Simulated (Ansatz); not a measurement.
**Tl2S (model cell, started as cuprite): following an unstable mode**

Which phase does Tl2S (model cell, started as cuprite) fall into along its unstable mode, and how much energy does it gain?

Program: Ansatz 0.2.0. Level of theory: DFT PBEsol, scalar-relativistic, plane waves, PAW. Results are calculated unless marked as measured.

The structure was built from a prototype and need not be the compound's stable phase.

## 1. Starting point

It takes space group Pn-3m (No. 224, cubic). The conventional cell has a = 6.637 Å, b = 6.637 Å, c = 6.637 Å, α = 90.00°, β = 90.00°, γ = 90.00°. S has 4 Tl at 2.87 Å nearest. Nearest to Tl lie 2 S at 2.87 Å. Farther neighbours and most contacts between anions are not listed.

## 2. The dispersion

The cell comes from relaxations at this level that are not shown. Stability and thermal properties need the whole zone. Linear response on a 2×2×2 q mesh gives force constants as far as a supercell of that size would.

The input, input.yaml:

```yaml
crystal:
  lattice:
    - [6.6368285313, 0.0, 0.0]
    - [0.0, 6.6368285313, 0.0]
    - [0.0, 0.0, 6.6368285313]
  atoms:
    - { symbol: S, position: [0.0, 0.0, 0.0] }
    - { symbol: S, position: [0.5, 0.5, 0.5] }
    - { symbol: Tl, position: [0.25, 0.25, 0.25] }
    - { symbol: Tl, position: [0.75, 0.75, 0.25] }
    - { symbol: Tl, position: [0.75, 0.25, 0.75] }
    - { symbol: Tl, position: [0.25, 0.75, 0.75] }
kpoints:
  mp_grid: { grid: [6, 6, 6] }
hamiltonian:
  xc: pbesol
scf:
  occupations: { method: methfessel_paxton, width: 0.2 }
output:
  eigenvalues: true
phonons:
  method: dfpt
  qmesh: [2, 2, 2]
  temperatures: { t_max: 1000, t_step: 50 }
  qpath:
    path:
      - [[0.0, 0.0, 0.0], [0.0, 0.5, 0.0], [0.5, 0.5, 0.0], [0.0, 0.0, 0.0], [0.5, 0.5, 0.5], [0.0, 0.5, 0.0]]
      - [[0.5, 0.5, 0.5], [0.5, 0.5, 0.0]]
    npoints: 10
```

The run is started by

```
$ ansatz run input.yaml --threads 8 --pin off --max-ram 14336MiB --backend cpu --events-out ev --progress --plain --runs-dir out
```

Numbers of over 12 decimals in the logs are rounded to 6 here.

The program printed:

```text
Warning: phonons: the dynamical matrix that this run interpolates holds no multipole term above the dipole-dipole one, and a site of this crystal is no centre of inversion, so its interpolated transverse optical and acoustic branches and sound speeds can stay off near Gamma, and the density of states and the thermodynamics with them. What a run solves at a wave vector of phonons.qpoints, Gamma apart, where the deck admits one, is free of this, and under fd what a larger phonons.supercell samples
Engine: ansatz 0.2.0, aarch64-unknown-linux-gnu
Pseudopotentials: kind: paw
Pseudopotential: S, paw, valence charge 6, recommended cutoff 420 eV (normal), S.paw.azcp
Pseudopotential: Tl, paw, valence charge 13, recommended cutoff 420 eV (normal), Tl.paw.azcp
Functional definition: PBEsol
  exchange = pbesol_x
  correlation = pbesol_c
Crystal: 6 atoms, lattice volume = 292.336 Å³
Basis set: ecut = 420 eV, 5695 PW (Γ), exchange–correlation on 96×96×96 points (8 copies of the dense FFT grid, shifted against one another)
Bands: 39, of which v1, the nominal top of the filled ones, is band 32 counted from 1 (31 counted from 0)
Symmetry: 48 space group operations
k-points: 20 of 216
Non-local potential: S, projectors of the file, l = 0: 2, l = 1: 2, l = 2: 2
Non-local potential: Tl, projectors of the file, l = 0: 2, l = 1: 2, l = 2: 2, l = 3: 1
PAW form: soft (Blöchl's): semilocal exchange-correlation on the pseudo side does not see the compensation charge
PAW frozen core: S, regenerated for the run's functional, and the local potential with it (the file was generated under x = pbe(κ = 0.804, μ = 0.219515), c = pbe(β = 0.066725))
PAW frozen core: Tl, regenerated for the run's functional, and the local potential with it (the file was generated under x = pbe(κ = 0.804, μ = 0.219515), c = pbe(β = 0.066725))
PAW one-centre angular grid: S, 110 points (default); XC on 64 Gauss nodes
PAW one-centre angular grid: Tl, 590 points (default); XC on 64 Gauss nodes
Initial density: superposition of atomic densities (neutral atoms: chi_scale 0, normalization atom), corrected by the library's trained network
Initial wavefunctions: pseudopotential atomic-orbital guess
Functional: x = pbesol(κ = 0.804, μ = 0.123457), c = pbesol(β = 0.046)
SCF iter   1: F=—  HF=-46950.588735 eV  |F-HF|=—  |Δ(HF+E_count)|=         —  Δρ=2.81e-3  dr2=4.33e-2  ethr=1.77e-3  ⟨swp⟩=6.2  Hψ=2939  notcnv=0
preconditioner: auto → LDOS  [metal: Δε(μ)=0.003 eV  Ē_g=10.626 eV  σ=0.200 eV  W_gap=0.01  n_scr=56 (ndim 8)  ℏωp=17.4 eV  f_vac=0.166  D(μ)=2.13/eV (n_scr^D=6)  β→1.0]
SCF iter   2: F=—  HF=-46950.612894 eV  |F-HF|=—  |Δ(HF+E_count)|=   2.42e-2  S|Δr|=    0.00e0  Δρ=9.04e-4  dr2=4.50e-3  ethr=6.76e-5  ⟨swp⟩=2.2  Hψ=1415  notcnv=0
SCF iter   3: F=—  HF=-46950.613230 eV  |F-HF|=—  |Δ(HF+E_count)|=   3.36e-4  S|Δr|=    0.00e0  Δρ=3.24e-4  dr2=7.61e-4  ethr=7.03e-6  ⟨swp⟩=2.4  Hψ=1391  notcnv=0
SCF iter   4: F=—  HF=-46950.613273 eV  |F-HF|=—  |Δ(HF+E_count)|=   4.26e-5  S|Δr|=    0.00e0  Δρ=1.40e-4  dr2=1.08e-4  ethr=1.19e-6  ⟨swp⟩=2.0  Hψ=883  notcnv=0
SCF iter   5: F=—  HF=-46950.613275 eV  |F-HF|=—  |Δ(HF+E_count)|=   1.83e-6  S|Δr|=    0.00e0  Δρ=3.01e-5  dr2=7.43e-6  ethr=1.69e-7  ⟨swp⟩=2.0  Hψ=929  notcnv=0
SCF iter   6: F=—  HF=-46950.613280 eV  |F-HF|=—  |Δ(HF+E_count)|=   5.47e-6  S|Δr|=    0.00e0  Δρ=5.96e-6  dr2=1.91e-7  ethr=1.16e-8  ⟨swp⟩=2.0  Hψ=951  notcnv=0
SCF iter   7: F=—  HF=-46950.613227 eV  |F-HF|=—  |Δ(HF+E_count)|=   5.28e-5  S|Δr|=    0.00e0  Δρ=7.28e-7  dr2=3.25e-9  ethr=2.98e-10  ⟨swp⟩=3.0  Hψ=1425  notcnv=0
SCF iter   8: F=—  HF=-46950.613227 eV  |F-HF|=—  |Δ(HF+E_count)|=   2.84e-9  S|Δr|=    0.00e0  Δρ=2.06e-7  dr2=1.41e-10  ethr=5.07e-12  ⟨swp⟩=2.0  Hψ=1400  notcnv=0
SCF iter   9: F=-46950.613227 eV  HF=-46950.613227 eV  |F-HF|=2.91e-11  |Δ(HF+E_count)|=  6.55e-11  S|Δr|=    0.00e0  Δρ=2.51e-8  dr2=1.43e-12  ethr=1.00e-12  ⟨swp⟩=10.8  Hψ=3943  notcnv=0
SCF 1 converged in 9 iterations: F = -46950.613227 eV  dr2 = 1.43e-12
  greatest PAW one-centre occupation: 0.966 electrons in one spin orbital (limit 2), on the Tl atom at site 4 (counted from 0), in its partial waves of l = 2
Initial density: read from a saved state, or passed on in memory by an earlier SCF of this step, an earlier step, the calling program or the single point that the run made first
iter 1 solved again at ethr=2.74e-8 eV; its pass at ethr=3.10e-3 eV (dr2=1.75e-5 eV) is discarded
SCF iter   1: F=—  HF=-46950.613276 eV  |F-HF|=—  |Δ(HF+E_count)|=         —  Δρ=2.58e-7  dr2=1.56e-10  ethr=2.74e-8  ⟨swp⟩=3.7  Hψ=5425  notcnv=0
eigensolver tolerance schedule: the retry pair's looser diagonalisation over-reported the residual by 112447.07 of it (diagonalisation noise at 142.36 of the residual, at the tolerance the schedule requests for it); recorded, not acted on — ethr = c·dr2/N_el stays at c = 1.0e-1
preconditioner: auto → LDOS  [metal: Δε(μ)=0.026 eV  Ē_g=10.634 eV  σ=0.200 eV  W_gap=0.11  n_scr=56 (ndim 8)  ℏωp=17.4 eV  f_vac=0.221  D(μ)=2.09/eV (n_scr^D=6)  β→1.0]
SCF iter   2: F=—  HF=-46950.613227 eV  |F-HF|=—  |Δ(HF+E_count)|=   4.90e-5  S|Δr|=    0.00e0  Δρ=2.87e-7  dr2=1.97e-10  ethr=1.00e-12  ⟨swp⟩=3.1  Hψ=2075  notcnv=0
SCF iter   3: F=—  HF=-46950.613227 eV  |F-HF|=—  |Δ(HF+E_count)|=  8.00e-11  S|Δr|=    0.00e0  Δρ=1.36e-7  dr2=4.27e-11  ethr=1.00e-12  ⟨swp⟩=1.0  Hψ=780  notcnv=0
SCF iter   4: F=—  HF=-46950.613227 eV  |F-HF|=—  |Δ(HF+E_count)|=  1.46e-11  S|Δr|=    0.00e0  Δρ=9.34e-8  dr2=2.03e-11  ethr=1.00e-12  ⟨swp⟩=1.0  Hψ=780  notcnv=0
SCF iter   5: F=-46950.613227 eV  HF=-46950.613227 eV  |F-HF|=0.00e0  |Δ(HF+E_count)|=    0.00e0  S|Δr|=    0.00e0  Δρ=2.71e-8  dr2=2.04e-12  ethr=1.00e-12  ⟨swp⟩=1.6  Hψ=1726  notcnv=0
SCF 2 converged in 5 iterations: F = -46950.613227 eV  dr2 = 2.04e-12
phonons: the bands overlap, so this run is a metal and interpolates without the dipole-dipole term. If the crystal is really an insulator or semiconductor, its LO-TO splitting is missing
NSCF: frozen V_eff on 20 k-points
NSCF: frozen V_eff on 68 k-points
DFPT response loops at q = (0, 0, 0) (fractional): preconditioner auto → none (partly filled bands, converged f_vac=0.221); β = 0.50; Broyden in place of MSR1
NSCF: frozen V_eff on 224 k-points
DFPT response loops at q = (0, 0, -0.5) (fractional): mixed as the last ones told, above
NSCF: frozen V_eff on 224 k-points
DFPT response loops at q = (0, -0.5, -0.5) (fractional): mixed as the last ones told, above
NSCF: frozen V_eff on 136 k-points
DFPT response loops at q = (-0.5, -0.5, -0.5) (fractional): mixed as the last ones told, above
SCF converged after 9 iterations
Stability not checked: this state was not tested for a lower state beside it, because cold or Methfessel-Paxton smearing, or corrected tetrahedra, fill the levels in a way that the test cannot read (fill_not_monotonic; see scf.lower_state_search)
Free energy (F): -46950.613227 eV
Harris-Foulkes:  -46950.613227 eV  (|F-HF|=2.91e-11)
Internal energy: -46950.640687 eV  (E = F + TS)
E sigma→0 (E₀):  -46950.620092 eV
Entropy (-TS):   0.027460 eV (4.577 meV/atom)
Fermi energy:    3.013351 eV
Step filling:    the computed levels leave a gap of 0.0000 eV = 0.0 smearing widths at the electron count; against every level under it full and every level over it empty, smearing changes F+E_penalty+E_count by +10.211 meV and its σ→0 estimate by +3.346 meV
--- Per-component energies (eV) ---
  E_band       = -360.973592
  E_kinetic    = 1536.953783
  E_local      = -5739.376165  (includes V_loc(G=0)·N_el)
  E_nonlocal   = 1337.057031
  E_hartree    = 2167.692925
  E_xc         = -1103.921849
  E_vxc        = -737.452712  (∫ρ·V_xc dr)
  E_paw        = -41231.360589  (= ΣΔE_a)
  E_vpaw       = -1093.541555  (= ΣTr[D̂ρ^β])
  E_aug_tail   = 0.000135  (compensation charges beyond the density's cutoff)
  E_ewald      = -3917.962918
  E_core_change = 0.276959  (= ΣΔE_core)
  E_smearing   = 0.027460  (= −TS)
  E_closure    = 0.000000  (closes the sum)
  Σ components = -46950.613227   (vs F -46950.613227, Δ=0.00e0)
--- Band table (eV; the first three rows and the last of 20) ---
  k-point 0: bands = [... 28 lower, 0.6679, 2.9893, 2.9893, 3.0154, 3.0154, 3.0154, 5.3800, 5.3800, ... 3 higher]
  k-point 1: bands = [... 28 lower, 0.8512, 2.8161, 2.9465, 2.9465, 3.0879, 3.2175, 5.0637, 5.4111, ... 3 higher]
  k-point 2: bands = [... 28 lower, 1.3077, 2.4212, 2.8283, 2.8283, 3.3787, 3.6938, 4.4435, 5.2376, ... 3 higher]
  k-point 19: bands = [... 28 lower, 0.3466, 3.0208, 3.0208, 3.0208, 3.7460, 3.7460, 3.7460, 5.6985, ... 3 higher]
--- Phonons (Γ-DFPT): 2 representative perturbations + reference (Σ response iterations 6) ---
  ASR residual: 2.306e-5 → 0.000e0 eV/Å²; symmetrization residual: 3.442e-6 eV/Å²
  ASR residual per site (eV/Å²): 2.31e-5 2.31e-5 2.05e-5 2.05e-5 2.05e-5 2.05e-5
  Γ frequencies (cm⁻¹): -147.16 -147.16 -147.16 -44.43 -44.43 -44.43 -28.69 -28.69 0.00 0.00 0.00 14.36 14.36 14.36 82.34 82.34 82.34 82.66
--- Phonons (arbitrary-q DFPT): 4 irreducible q on the 2×2×2 mesh ---
  q = [0.0000, 0.0000, 0.0000] (star 1, of the zone-centre solve; hermiticity 4.35e-6, symmetrization 1.53e-12): -147.16 -147.16 -147.16 -44.43 -44.43 -44.43 -28.69 -28.69 -0.00 -0.00 0.00 14.36 14.36 14.36 82.34 82.34 82.34 82.66
  q = [0.0000, 0.0000, -0.5000] (star 3, 4 solved perturbations in 284 linear systems a pass and spin channel, the states on 112 of 216 k-point pairs; hermiticity 1.44e-5, symmetrization 1.76e-11): -75.32 -75.32 -43.52 -43.52 -35.75 -35.75 -25.46 -25.46 -24.98 -24.98 16.51 16.51 56.36 56.36 97.21 97.21 127.04 127.04
  q = [0.0000, -0.5000, -0.5000] (star 3, 4 solved perturbations in 284 linear systems a pass and spin channel, the states on 112 of 216 k-point pairs; hermiticity 1.43e-5, symmetrization 3.43e-12): -86.38 -86.38 -42.43 -42.43 -42.03 -42.03 -30.73 -30.73 -30.31 -30.31 13.01 13.01 58.68 58.68 76.31 76.31 133.08 133.08
  q = [-0.5000, -0.5000, -0.5000] (star 1, 2 solved perturbations in 108 linear systems a pass and spin channel, the states on 68 of 216 k-point pairs; hermiticity 5.94e-6, symmetrization 1.28e-11): -129.51 -129.51 -129.51 -40.93 -40.93 -40.93 -20.47 -20.47 -18.70 -18.70 -18.70 17.89 17.89 17.89 87.68 117.15 117.15 117.15
  sum rule: each row above includes the acoustic sum rule's correction from the zone centre's row sums; it moved no ω² by more than (0.44 cm⁻¹)²
  mesh force constants: q→R imaginary residual 3.11e-17; ASR residual 2.306e-5 → 0.000e0 eV/Å²; symmetrization residual 8.882e-16 eV/Å²
  interpolated dispersion: 62 rows × 18 modes
  density of states and harmonic sums: on the 10×10×10 q-mesh, interpolated from the force constants of a 2×2×2 supercell (no non-analytic term)
  largest difference from the sums on the solved wave vectors: F 9.09e-2 eV, S 1.07e-4 and C_V 2.05e-5 eV/K
  zero-point energy: 0.033140 eV/cell   skipped modes (ω ≤ 0): 567, of them read as no rigid motion or as one in doubt: 564 (1.006e1 modes/cell left out, lowest -147.16 cm⁻¹)   left out of the sums: 5.59e-1 of the cell's modes: C_V's classical limit lies that fraction below 3 k_B per atom; for a crystal, a wire or a layer, F and S can be off by more, and a phonons.interpolated_qmesh denser along its periods is the remedy for the sampling
```

Elapsed: 4.4 min, on 8 threads of Arm Neoverse N1, shared host; peak memory 3.3 GiB; 34 min of CPU time.

In the SCF lines HF is the Harris–Foulkes energy and dr2 the Hartree energy of the density residual, in eV; the loop may stop once dr2 is under the threshold and the program's other checks hold. Hψ counts applications of the Hamiltonian.

This step gave:

* volume per atom: 48.72 Å³
* gap on the k-mesh: 0 eV
* sum-rule residual before enforcement: 2.31e-5 eV/Å²
* lowest frequency on the path: -147.2 cm⁻¹
* point group: m-3m
* highest frequency on the path or at a solved wavevector: 134.1 cm⁻¹
* highest optical mode at the zone centre (no LO-TO term): 82.66 cm⁻¹
* lowest optical zone-centre mode: -147.2 cm⁻¹
* lowest mode on the q mesh (acoustic modes at Γ apart): -147.2 cm⁻¹

Frequencies (cm⁻¹) solved at each irreducible wavevector; negative means imaginary. Frequencies by wavevector, by row:

| q in reciprocal lattice units | star | mode 1 | mode 2 | mode 3 | mode 4 | mode 16 | mode 17 | mode 18 |
| --- | --- | --- | --- | --- | --- | --- | --- | --- |
| 0 0 0 | 1 | -147.2 | -147.2 | -147.2 | -44.4 | 82.3 | 82.3 | 82.7 |
| 0 0 -0.5 | 3 | -75.3 | -75.3 | -43.5 | -43.5 | 97.2 | 127 | 127 |
| 0 -0.5 -0.5 | 3 | -86.4 | -86.4 | -42.4 | -42.4 | 76.3 | 133.1 | 133.1 |
| -0.5 -0.5 -0.5 | 1 | -129.5 | -129.5 | -129.5 | -40.9 | 117.2 | 117.2 | 117.2 |

Interpolated from a 2×2×2 q mesh. The phonon branches at the labelled points (cm⁻¹):

| point | branch 1 | branch 2 | branch 3 | branch 4 | branch 15 | branch 16 | branch 17 | branch 18 |
| --- | --- | --- | --- | --- | --- | --- | --- | --- |
| Γ | -147 | -147 | -147 | -44 | 82 | 82 | 82 | 83 |
| halfway | -118 | -118 | -100 | -44 | 69 | 108 | 108 | 109 |
| X | -75 | -75 | -44 | -44 | 97 | 97 | 127 | 127 |
| halfway | -77 | -77 | -48 | -48 | 86 | 86 | 131 | 131 |
| M | -86 | -86 | -42 | -42 | 76 | 76 | 133 | 133 |
| halfway | -104 | -99 | -68 | -44 | 67 | 100 | 118 | 127 |
| Γ | -147 | -147 | -147 | -44 | 82 | 82 | 82 | 83 |
| halfway | -102 | -102 | -55 | -42 | 74 | 99 | 126 | 126 |
| R | -130 | -130 | -130 | -41 | 88 | 117 | 117 | 117 |
| halfway | -100 | -94 | -77 | -40 | 74 | 110 | 126 | 130 |
| X | -75 | -75 | -44 | -44 | 97 | 97 | 127 | 127 |
| jump to R | -130 | -130 | -130 | -41 | 88 | 117 | 117 | 117 |
| halfway | -111 | -111 | -101 | -40 | 80 | 111 | 126 | 126 |
| M | -86 | -86 | -42 | -42 | 76 | 76 | 133 | 133 |

Symmetry leaves 4 wavevectors to solve. The lowest mode among them, the acoustic zeros apart, lies at Γ and is imaginary, 147.2i cm⁻¹, so the energy falls along it.

## 3. The mode frozen in, largest atomic shift 0 Å

The mode followed lies at Γ with frequency 147.2i cm⁻¹ and is 3-fold degenerate, the softest among the wavevectors solved. At small amplitude the distorted cell has space group no. 160 by a symmetry search on the positions. The undistorted cell that holds it gives the zero of energy on the same k mesh.

input.yaml, the sections that differ from step 2:

```yaml
output:
  forces: true
  stress: true
  eigenvalues: true
# crystal, kpoints, hamiltonian, scf: as in step 2
# phonons: removed
```

The program printed:

```text
[...]
Crystal: 6 atoms, lattice volume = 292.336 Å³
Basis set: ecut = 420 eV, 5695 PW (Γ), exchange–correlation on 90×90×90 points (8 copies of the dense FFT grid, shifted against one another)
Bands: 39, of which v1, the nominal top of the filled ones, is band 32 counted from 1 (31 counted from 0)
Symmetry: 48 space group operations
[...]
k-points: 20 of 216
[...]
k-point 0: bands = [... 28 lower, 0.6679, 2.9893, 2.9893, 3.0154, 3.0154, 3.0154, 5.3800, 5.3800, ... 3 higher]
  k-point 1: bands = [... 28 lower, 0.8511, 2.8160, 2.9465, 2.9465, 3.0879, 3.2174, 5.0637, 5.4111, ... 3 higher]
  k-point 2: bands = [... 28 lower, 1.3076, 2.4212, 2.8283, 2.8283, 3.3787, 3.6938, 4.4435, 5.2376, ... 3 higher]
  k-point 19: bands = [... 28 lower, 0.3465, 3.0208, 3.0208, 3.0208, 3.7460, 3.7460, 3.7460, 5.6984, ... 3 higher]
[key lines of the parts left out:]
SCF converged after 7 iterations
Free energy (F): -46950.613227 eV
Fermi energy:    3.013325 eV
P = ⅓ Tr σ = -0.0048 GPa (-0.048 kbar)
```

Run time: 3.1 s. Hardware: 8 threads; peak memory 0.93 GiB; 22 s of CPU time.

This step gave:

```yaml
pressure: -0.004849 GPa
energy_from_the_undistorted_cell: 0 meV/atom
```

The run ends at a pressure of 0.00 GPa.

## 4. The mode frozen in, largest atomic shift 0.32 Å

The atoms are moved along the unstable eigenvector, the largest shift by 0.32 Å, with the cell fixed.

input.yaml, the sections that differ from step 3:

```yaml
crystal:
  lattice:
    - [6.6368285313, 0.0, 0.0]
    - [0.0, 6.6368285313, 0.0]
    - [0.0, 0.0, 6.6368285313]
  atoms:
    - { symbol: S, position: [-0.0278374054, -0.0278374054, 0.0278374054] }
    - { symbol: S, position: [0.4721625946, 0.4721625946, 0.5278374054] }
    - { symbol: Tl, position: [0.2521833526, 0.2521833526, 0.2476008215] }
    - { symbol: Tl, position: [0.7519675267, 0.7519675267, 0.2480324733] }
    - { symbol: Tl, position: [0.7523991785, 0.2521833526, 0.7478166474] }
    - { symbol: Tl, position: [0.2521833526, 0.7523991785, 0.7478166474] }
# kpoints, hamiltonian, scf, output: as in step 3
```

The program printed:

```text
[...]
Crystal: 6 atoms, lattice volume = 292.336 Å³
Basis set: ecut = 420 eV, 5695 PW (Γ), exchange–correlation on 90×90×90 points (8 copies of the dense FFT grid, shifted against one another)
Bands: 39, of which v1, the nominal top of the filled ones, is band 32 counted from 1 (31 counted from 0)
Symmetry: 6 space group operations
[...]
k-points: 32 of 216 (time reversal used)
[...]
k-point 0: bands = [... 28 lower, 0.8265, 2.4674, 2.4674, 2.9375, 3.4152, 3.4152, 5.3532, 5.3589, ... 3 higher]
  k-point 1: bands = [... 28 lower, 0.9323, 2.4236, 2.4920, 2.8984, 3.4131, 3.4801, 5.0454, 5.3800, ... 3 higher]
  k-point 2: bands = [... 28 lower, 1.2950, 2.1914, 2.5238, 2.8135, 3.5319, 3.8141, 4.4457, 5.1961, ... 3 higher]
  k-point 31: bands = [... 28 lower, 0.4875, 2.7857, 2.7857, 2.8536, 3.8039, 3.8039, 3.9026, 5.6800, ... 3 higher]
[key lines of the parts left out:]
SCF converged after 9 iterations
Free energy (F): -46950.753948 eV
Fermi energy:    3.207409 eV
P = ⅓ Tr σ = 0.1980 GPa (1.980 kbar)
```

Wall time 6.7 s (8 threads); peak memory 0.94 GiB.

Numbers from this step:

```
pressure                         : 0.1980 GPa
gap on the k-mesh                : 0.4719 eV
energy from the undistorted cell : -22.84 meV/atom
```

The energy, extrapolated to zero smearing, is -22.84 meV/atom against the undistorted cell.

The run ends at a pressure of 0.20 GPa, with forces up to 0.65 eV/Å.

## 5. Energy along the mode, all amplitudes (two of the runs are shown above)

An imaginary frequency means negative curvature, so the energy should fall and then rise again as anharmonic terms take over.

Numbers from this step:

* depth at the lowest point sampled: 22.84 meV/atom
* largest atomic shift at that point: 0.32 Å

Table of energy from the parent by largest atomic shift:

| largest atomic shift (Å) | energy from the parent (meV/atom) |
| --- | --- |
| 0.000 | 0 |
| 0.040 | -0.762 |
| 0.080 | -2.89 |
| 0.140 | -7.79 |
| 0.220 | -15.3 |
| 0.320 | -22.8 |
| 0.450 | -18.6 |
| 0.600 | 28.5 |

Displacement at unit largest shift by atom:

| atom | x (Å) | y (Å) | z (Å) | size |
| --- | --- | --- | --- | --- |
| S1 | -0.577 | -0.577 | 0.577 | 0.999 |
| S2 | -0.577 | -0.577 | 0.577 | 0.999 |
| Tl3 | 0.045 | 0.045 | -0.050 | 0.081 |
| Tl4 | 0.041 | 0.041 | -0.041 | 0.071 |
| Tl5 | 0.050 | 0.045 | -0.045 | 0.081 |
| Tl6 | 0.045 | 0.050 | -0.045 | 0.081 |

The lowest of the steps tried is at 0.32 Å, 22.8 meV/atom below the parent; the bottom of the well need not coincide with a step.

(Continued in part 2 of 3.)

[Logs are printed without paths, hosts, clocks, repeated set-up lines and the standing remarks that a program may print on its own settings, such as how far it seeks lower states.]

[Hosts, paths, dates, database ids (printed as entryN), source tags and the programs' standing remarks are cut or masked in the printed files.]
